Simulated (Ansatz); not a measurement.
# Electron scattering at the Σ3 (111) boundary in bcc Ta, starting shift (0.5, 0), part 3 of 3

Aim: the relaxed structure and the specific resistance of the Σ3 (111) boundary in bcc Ta, starting shift (0.5, 0).

Ansatz 0.2.0; Ansatz plane-wave DFT, PBE, PAW files; relaxation of a bicrystal slab with its lowest layers held (the session's first sound run).

So far. Step 3 (Transmission across the boundary): Over the solved energies the transmission per spin lies between 2.15 and 2.49, out of 4.30 channels of the lead on average (up to 4.51). The log calls the step of a lead's potential too much. Step 4 (Specific resistance): Averaged over the energies near the Fermi level, 54.3 % of the channels pass, which makes 0.476 fΩ m².

**5. Single-crystal slab for reference**

The free faces cost energy too. A single-crystal slab with the same faces and held layers is relaxed, so that they cancel.

This step: Ansatz plane-wave DFT, PBE, PAW files; relaxation of a single-crystal slab with its lowest layers held (Ansatz 0.2.0).

System of this step: Ta slab, plane (1, 1, 1). The cell holds 20 atoms: 20 Ta. Cell: a = 4.671 Å, b = 4.671 Å, c = 29.114 Å, α = 90.0°, β = 90.0°, γ = 120.0°. It derives from Ta. Vacuum lies along c.

Contents of input.yaml:

```yaml
crystal:
  lattice:
    - [4.6705251426, 0.0, 0.0]
    - [-2.3352625713, 4.0447934225, 0.0]
    - [0.0, 0.0, 29.1139720975]
  atoms:
    - { symbol: Ta, position: [0.6666666667, 0.3333333335, 0.171738847] }
    - { symbol: Ta, position: [1.0e-10, 1.0e-10, 0.2044848753] }
    - { symbol: Ta, position: [0.3333333334, 0.6666666668, 0.2372309035] }
    - { symbol: Ta, position: [0.6666666667, 0.3333333335, 0.2699769317] }
    - { symbol: Ta, position: [1.0e-10, 1.0e-10, 0.30272296] }
    - { symbol: Ta, position: [0.3333333334, 0.6666666668, 0.3354689882] }
    - { symbol: Ta, position: [0.6666666667, 0.3333333334, 0.3682150165] }
    - { symbol: Ta, position: [0.0, 1.0e-10, 0.4009610447] }
    - { symbol: Ta, position: [0.3333333334, 0.6666666668, 0.4337070729] }
    - { symbol: Ta, position: [0.6666666667, 0.3333333334, 0.4664531012] }
    - { symbol: Ta, position: [0.0, 1.0e-10, 0.4991991294] }
    - { symbol: Ta, position: [0.3333333334, 0.6666666667, 0.5319451577] }
    - { symbol: Ta, position: [0.6666666667, 0.3333333334, 0.5646911859] }
    - { symbol: Ta, position: [0.0, 0.0, 0.5974372141] }
    - { symbol: Ta, position: [0.3333333334, 0.6666666667, 0.6301832424] }
    - { symbol: Ta, position: [0.6666666667, 0.3333333334, 0.6629292706] }
    - { symbol: Ta, position: [0.0, 0.0, 0.6956752989] }
    - { symbol: Ta, position: [0.3333333333, 0.6666666667, 0.7284213271] }
    - { symbol: Ta, position: [0.6666666667, 0.3333333333, 0.7611673553] }
    - { symbol: Ta, position: [0.0, 0.0, 0.7939133836] }
kpoints:
  mp_grid: { grid: [6, 6, 1] }
hamiltonian:
  xc: pbe
scf:
  occupations: { method: fermi_dirac, width: 0.1 }
relax:
  f_tol: 0.03
  max_steps: 80
  constraints: [{ sites: [0, 1, 2, 3] }]
```

Started as:

```console
> ansatz run input.yaml --threads 4 --pin off --max-ram 15360MiB --backend cpu --events-out ev --progress --plain --runs-dir out
```

Numbers of over 12 decimals in the logs are rounded to 6 here.

The program printed:

```text
Warning: crystal.symmetry: narrowed to the stabiliser of the relax constraints — unitary ops 12 → 6; lowered at sites 0, 1, 2, 3, 16, 17, 18, 19 (the operations that carried what is held of a site onto what its image site leaves free; the constrained walk keeps no symmetry that its constraints do not admit)
[...]
Crystal: 20 atoms, lattice volume = 550.001 Å³
Basis set: ecut = 420 eV, 10783 PW (Γ), exchange–correlation on 64×64×400 points (8 copies of the dense FFT grid, shifted against one another)
Bands: 156, of which v1, the nominal top of the filled ones, is band 130 counted from 1 (129 counted from 0)
Symmetry: 6 space group operations
k-points: 7 of 36 (time reversal used)
[...]
SCF iter   1: F=—  HF=-198638.557260 eV  |F-HF|=—  |Δ(HF+E_count)|=         —  Δρ=1.05e-2  dr2=4.37e1  ethr=1.77e-3  ⟨swp⟩=8.7  Hψ=4929  notcnv=0
[...]
SCF iter   6: F=-198638.196001 eV  HF=-198638.196003 eV  |F-HF|=1.49e-6  |Δ(HF+E_count)|=   1.10e-6  Δρ=2.04e-5  dr2=5.36e-6  ethr=8.65e-9  ⟨swp⟩=5.0  Hψ=4139  notcnv=0
SCF 1 converged in 6 iterations: F = -198638.196001 eV  dr2 = 5.36e-6
[...]
relax step   1: F+E_penalty+E_count = -198638.19600110 eV  Δ(F+E_penalty+E_count) = +0.000e0 eV  max|allowed force component| = 1.852e0 eV/Å  Δτ_max = 0.0000 Å  (6 SCF iters, dr2 threshold 2.25e-5 eV, accepted)
[...]
SCF iter   6: F=-198638.537777 eV  HF=-198638.537829 eV  |F-HF|=5.21e-5  |Δ(HF+E_count)|=   2.84e-5  Δρ=4.50e-5  dr2=6.26e-5  ethr=3.85e-8  ⟨swp⟩=3.4  Hψ=4329  notcnv=0
SCF 2 converged in 6 iterations: F = -198638.537777 eV  dr2 = 6.26e-5
[...]
relax step   2: F+E_penalty+E_count = -198638.53777693 eV  Δ(F+E_penalty+E_count) = -3.418e-1 eV  max|allowed force component| = 6.018e-1 eV/Å  Δτ_max = 0.1914 Å  (6 SCF iters, dr2 threshold 1.00e-4 eV, accepted)
[...]
SCF iter   6: F=-198638.564311 eV  HF=-198638.564312 eV  |F-HF|=9.93e-7  |Δ(HF+E_count)|=   4.51e-7  Δρ=7.85e-6  dr2=1.32e-6  ethr=8.70e-9  ⟨swp⟩=5.0  Hψ=3542  notcnv=0
SCF 3 converged in 6 iterations: F = -198638.564311 eV  dr2 = 1.32e-6
relax step   3: F+E_penalty+E_count = -198638.56431126 eV  Δ(F+E_penalty+E_count) = -2.653e-2 eV  max|allowed force component| = 1.549e-1 eV/Å  Δτ_max = 0.0937 Å  (6 SCF iters, dr2 threshold 2.26e-5 eV, accepted)
[...]
relax step   4: F+E_penalty+E_count = -198638.57014557 eV  Δ(F+E_penalty+E_count) = -5.834e-3 eV  max|allowed force component| = 1.728e-2 eV/Å  Δτ_max = 0.0282 Å  (6 SCF iters, dr2 threshold 1.59e-6 eV, accepted)
[...]
SCF iter   3: F=-198638.570146 eV  HF=-198638.570146 eV  |F-HF|=3.80e-8  |Δ(HF+E_count)|=  8.15e-10  Δρ=1.91e-6  dr2=5.53e-8  ethr=3.85e-11  ⟨swp⟩=5.1  Hψ=4093  notcnv=0
SCF 5 converged in 3 iterations: F = -198638.570146 eV  dr2 = 5.53e-8
relax step   5: F+E_penalty+E_count = -198638.57014572 eV  Δ(F+E_penalty+E_count) = -1.488e-7 eV  max|allowed force component| = 1.722e-2 eV/Å  Δτ_max = 0.0000 Å  (3 SCF iters, accepted)
SCF converged after 3 iterations
Free energy (F): -198638.570146 eV
[...]
Internal energy: -198637.667180 eV  (E = F + TS)
E sigma→0 (E₀):  -198638.118663 eV
Entropy (-TS):   -0.902966 eV (-45.148 meV/atom)
Fermi energy:    11.071249 eV
[...]
--- Forces (eV/Å), atoms counted from 1 ---
  atom   1  Ta     0.00000000     0.00000000     1.83384969
  atom   2  Ta    -0.00000000    -0.00000000     0.09723585
  atom   3  Ta     0.00000000    -0.00000000    -1.29302148
  atom   4  Ta    -0.00000000     0.00000000    -0.63917975
  atom   5  Ta     0.00000000    -0.00000000     0.00039806
  atom   6  Ta     0.00000000    -0.00000000    -0.00269372
  atom   7  Ta     0.00000000     0.00000000    -0.00082371
  atom   8  Ta     0.00000000    -0.00000000     0.00437665
  atom   9  Ta     0.00000000     0.00000000    -0.00145605
  atom  10  Ta     0.00000000     0.00000000     0.00350407
  atom  11  Ta     0.00000000    -0.00000000     0.00697977
  atom  12  Ta    -0.00000000     0.00000000     0.00034895
  atom  13  Ta     0.00000000     0.00000000    -0.00970860
  atom  14  Ta     0.00000000    -0.00000000    -0.01721668
  atom  15  Ta     0.00000000     0.00000000     0.00856497
  atom  16  Ta     0.00000000     0.00000000    -0.00468402
  atom  17  Ta     0.00000000    -0.00000000     0.01695323
  atom  18  Ta     0.00000000     0.00000000     0.00716992
  atom  19  Ta     0.00000000     0.00000000    -0.00142513
  atom  20  Ta     0.00000000    -0.00000000    -0.00920987
  max |Σ_I F_I| component: 3.78e-5 eV/Å
--- Relaxed structure (5 steps of the walk, 5 accepted, 0 SCFs on fresh bases) ---
  F+E_penalty+E_count = -198638.57014572 eV   max|allowed force component| = 1.722e-2 eV/Å
  atoms:
    - { symbol: Ta, position: [0.666667, 0.333333, 0.171738847] }
    - { symbol: Ta, position: [-3.2193482669003983e-18, -8.083062496125673e-18, 0.204485] }
    - { symbol: Ta, position: [0.333333, 0.666667, 0.237231] }
    - { symbol: Ta, position: [0.666667, 0.333333, 0.2699769317] }
    - { symbol: Ta, position: [-1.84034207772708e-18, -6.704056306952355e-18, 0.301872] }
    - { symbol: Ta, position: [0.333333, 0.666667, 0.335375] }
    - { symbol: Ta, position: [0.666667, 0.333333, 0.369471] }
[...]
- { symbol: Ta, position: [0.333333, 0.666667, 0.434917] }
    - { symbol: Ta, position: [0.666667, 0.333333, 0.468272] }
[...]
- { symbol: Ta, position: [0.333333, 0.666667, 0.534340] }
    - { symbol: Ta, position: [0.666667, 0.333333, 0.567771] }
[...]
- { symbol: Ta, position: [0.333333, 0.666667, 0.634092] }
    - { symbol: Ta, position: [0.666667, 0.333333, 0.666477] }
[...]
- { symbol: Ta, position: [0.333333, 0.666667, 0.735814] }
    - { symbol: Ta, position: [0.666667, 0.333333, 0.762850] }
    - { symbol: Ta, position: [-1.840342097114127e-18, 2.5478022229741497e-18, 0.788215] }
```

It took 69 s on 4 threads of Arm Neoverse V1, shared host; peak memory 1.8 GiB.

Relaxation path:

| step | energy less that of the first step (eV) | largest force component (eV/Å) |
| --- | --- | --- |
| 1 | 0.0000 | 1.8521 |
| 2 | -0.3418 | 0.6018 |
| 3 | -0.3683 | 0.1549 |
| 4 | -0.3741 | 0.0173 |
| 5 | -0.3741 | 0.0172 |

The atoms that moved most (Å):

| atom | dx | dy | dz | length |
| --- | --- | --- | --- | --- |
| Ta18 | 0.000 | 0.000 | 0.215 | 0.215 |
| Ta20 | 0.000 | 0.000 | -0.166 | 0.166 |
| Ta15 | 0.000 | 0.000 | 0.114 | 0.114 |
| Ta16 | 0.000 | 0.000 | 0.103 | 0.103 |
| Ta13 | 0.000 | 0.000 | 0.090 | 0.090 |
| Ta12 | 0.000 | 0.000 | 0.070 | 0.070 |
| Ta14 | 0.000 | 0.000 | 0.062 | 0.062 |
| Ta10 | 0.000 | 0.000 | 0.053 | 0.053 |

The relaxed structure:

```
Ta
1.0
     4.67053    0.00000    0.00000
    -2.33526    4.04479    0.00000
     0.00000    0.00000   29.11397
Ta
20
Direct
  0.66667 0.33333 0.17174
  0.00000 0.00000 0.20448
  0.33333 0.66667 0.23723
  0.66667 0.33333 0.26998
  0.00000 0.00000 0.30187
  0.33333 0.66667 0.33537
  0.66667 0.33333 0.36947
  0.00000 0.00000 0.40141
  0.33333 0.66667 0.43492
  0.66667 0.33333 0.46827
  0.00000 0.00000 0.50066
  0.33333 0.66667 0.53434
  0.66667 0.33333 0.56777
  0.00000 0.00000 0.59956
  0.33333 0.66667 0.63409
  0.66667 0.33333 0.66648
  0.00000 0.00000 0.69736
  0.33333 0.66667 0.73581
  0.66667 0.33333 0.76285
  0.00000 0.00000 0.78822
```

Numbers from this step:

```
free energy             : -198638.5701 eV
energy at zero smearing : -198638.1187 eV
Fermi energy            : 11.07 eV
```

The largest force component on a free atom ends at 0.017 eV/Å, under the tolerance of 0.03, after 5 steps.

**6. Bulk reference**

The perfect crystal gives the energy per atom, for the atoms by which bicrystal and slab differ.

This step: Ansatz plane-wave DFT, PBE, PAW files; bulk reference (Ansatz 0.2.0).

System of this step: Ta. The structure is cubic, space group Im-3m (No. 229). Conventional cell: a = 3.303 Å, b = 3.303 Å, c = 3.303 Å, α = 90.00°, β = 90.00°, γ = 90.00°. Nearest to Ta lie 8 Ta at 2.86 Å.

input.yaml, the sections that differ from step 5:

```yaml
crystal:
  lattice:
    - [-1.65128, 1.65128, 1.65128]
    - [1.65128, -1.65128, 1.65128]
    - [1.65128, 1.65128, -1.65128]
  atoms:
    - { symbol: Ta, position: [0.0, 0.0, 0.0] }
kpoints:
  mp_grid: { grid: [18, 18, 18] }
# hamiltonian, scf: as in step 5
# relax: removed
```

The program printed:

```text
[...]
Crystal: 1 atoms, lattice volume = 18.010 Å³
Basis set: ecut = 420 eV, 369 PW (Γ)
Bands: 11, of which v1, the nominal top of the filled ones, is band 7 counted from 1 (6 counted from 0)
Symmetry: 48 space group operations
[...]
k-points: 195 of 5832
[...]
SCF iter   1: F=—  HF=-9932.269993 eV  |F-HF|=—  |Δ(HF+E_count)|=         —  Δρ=2.11e-3  dr2=2.11e-4  ethr=1.77e-3  ⟨swp⟩=5.1  Hψ=12028  notcnv=0
[...]
SCF iter   6: F=-9932.269931 eV  HF=-9932.269931 eV  |F-HF|=5.46e-12  |Δ(HF+E_count)|=  9.02e-10  Δρ=3.94e-7  dr2=1.15e-11  ethr=2.00e-11  ⟨swp⟩=1.0  Hψ=5925  notcnv=0
SCF 1 converged in 6 iterations: F = -9932.269931 eV  dr2 = 1.15e-11
[...]
SCF converged after 6 iterations
Free energy (F): -9932.269931 eV
[...]
Internal energy: -9932.226965 eV  (E = F + TS)
E sigma→0 (E₀):  -9932.248448 eV
Entropy (-TS):   -0.042967 eV (-42.967 meV/atom)
Fermi energy:    18.658831 eV
[...]
```

Wall time 0.59 s (4 threads); peak memory 0.28 GiB; 1.9 s of CPU time.

Numbers from this step:

- free energy: -9932.2699 eV
- energy at zero smearing: -9932.2484 eV
- Fermi energy: 18.66 eV

**7. Boundary energy**

This step: Ansatz plane-wave DFT, PBE, PAW files; bicrystal less single-crystal slab less bulk atoms, a boundary area (Ansatz 0.2.0).

This step gave:

| Item | Value |
| --- | --- |
| excess energy of the cell | 1.864 eV |
| boundary energy | 1.581 J/m² |

The boundary costs 1.6 J/m².

By hand: 1.86 eV / 18.89 Å² × 16.02 = 1.58 J/m².

**8. Results**

```json
{
  "specific resistance of the boundary": "0.476 fΩ m²",
  "share of channels that pass": "0.543",
  "boundary energy": "1.58 J/m²"
}
```

In words: The boundary has a specific resistance of 0.48 fΩ m² and an energy of 1.6 J/m². The boundary reflects 46 % of the channels; 0.48 fΩ m² is 4.8×10⁻¹² Ω·cm². That equals the resistance of 3.5 nm of bulk Ta at 300 K (measured 13.5 µΩ cm, CRC Handbook of Chemistry and Physics, 84th ed., 2003, Electrical Resistivity of Pure Metals). In the relaxation the upper grain slid sideways by about 1.2 Å, so the result belongs to the position that it found, not to the starting one. One starting structure was relaxed; another shift or atom count at the boundary may lie lower. Spin-orbit coupling is left out, which matters for Ta. A lead's potential steps by up to 32 meV from period to period, which the log calls too much, so longer leads could move the result.

[Logs are printed without paths, hosts, clocks, repeated set-up lines and the standing remarks that a program may print on its own settings, such as how far it seeks lower states.]

[Hosts, paths, dates, database ids (printed as entryN), source tags and the programs' standing remarks are cut or masked in the printed files.]
